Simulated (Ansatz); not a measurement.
# Static equation of state of amorphous Ge (83 atoms)

Density of this cell: 5.10 g/cm³. The cell holds 83 atoms: 83 Ge. Cell: a = 12.404 Å, b = 12.590 Å, c = 12.566 Å, α = 90.8°, β = 91.1°, γ = 91.0°. The starting structure: 83 atoms (83 Ge) placed at random at 5.32 g/cm³, melted at 3500 K for 10 ps at fixed volume with the Tersoff potential (Tersoff, Phys. Rev. B 39, 5566 (1989)). Quenched from 3500 K to 300 K at 20 K/ps and fixed volume, annealed at 1000 K for 20 ps, held 5 ps.

Calculated with Ansatz 0.2.0: Kohn-Sham DFT, PBE, PAW (set soft_1), plane waves; cutoff 420 eV, Γ point, gaussian smearing of 0.05 eV. Cell and atoms were relaxed first, to V0 = 23.632 Å³ an atom at a residual P0 = -0.011 GPa. The cell was then scaled evenly, and the atoms were relaxed at each volume.

| volume (Å³/atom) | pressure (GPa) |
| --- | --- |
| 21.269 | 3.531 |
| 22.215 | ? |
| 22.923 | 1.486 |
| 24.341 | -1.341 |
| 25.050 | -2.409 |

Task: Fit the third-order Birch–Murnaghan equation to the rows given and interpolate to the withheld row.

**Working.**

Take the Eulerian strain f = ½[(V0/V)^(2/3) − 1] and the normalised pressure F = (P − P0) / [3f(1 + 2f)^(5/2)]. The third-order Birch–Murnaghan equation is then the line F = B0 + (3/2)B0(B′ − 4) f, so u = f and v = F.

```
      u = f  v = F (GPa)
  0.0363827      27.2225
  0.0102568      46.2393
-0.00975658      47.7348
 -0.0190505      46.2409
```

With n = 4: mean u = 0.00445811, mean v = 41.8594, Σ(u − ū)² = 0.0018075, Σ(u − ū)(v − v̄) = -0.62840. Slope b = -0.62840 / 0.0018075 = -347.66; intercept a = v̄ − b ū = 43.409.

So B0 = a = 43.4 GPa and B′ = 4 + 2b/(3a) = -1.34. At the withheld volume f = 0.02106, F = a + b f = 36.09 GPa, and P = P0 + 3f(1 + 2f)^(5/2) F.

Prediction at 22.215: 2.516 GPa. The run gave 2.817 GPa, so the fit is low by 0.30 GPa (11 % of the value).

The series isn't one smooth equation of state: even a line fitted to all rows, the withheld one included, misses F by up to 19.1 %, the count of bonds changes along the series and an atom moves over 0.5 Å in some relaxation. B0 and B′ are then only the numbers of this fit, not moduli of the material. Among the rows given, the largest miss of the fit is at 21.269, by 0.46 GPa (7.7 % of the range of the table).

Limits: Static cells at zero temperature; the cell shape is held. The program notes that the SCF threshold of these relaxations is loose for the stress. The quench rate of 20 K/ps is many orders above laboratory rates, so the cell is likely richer in defects and strain than a real sample. The network of bonds at the start is that of the classical potential that made the cell, and needn't be the one that DFT or experiment would give. Only the Γ point is sampled, in a cell whose shortest periodic width is 12 Å.

[Logs are printed without paths, hosts, clocks, repeated set-up lines and the standing remarks that a program may print on its own settings, such as how far it seeks lower states.]

[Hosts, paths, dates, database ids (printed as entryN), source tags and the programs' standing remarks are cut or masked in the printed files.]
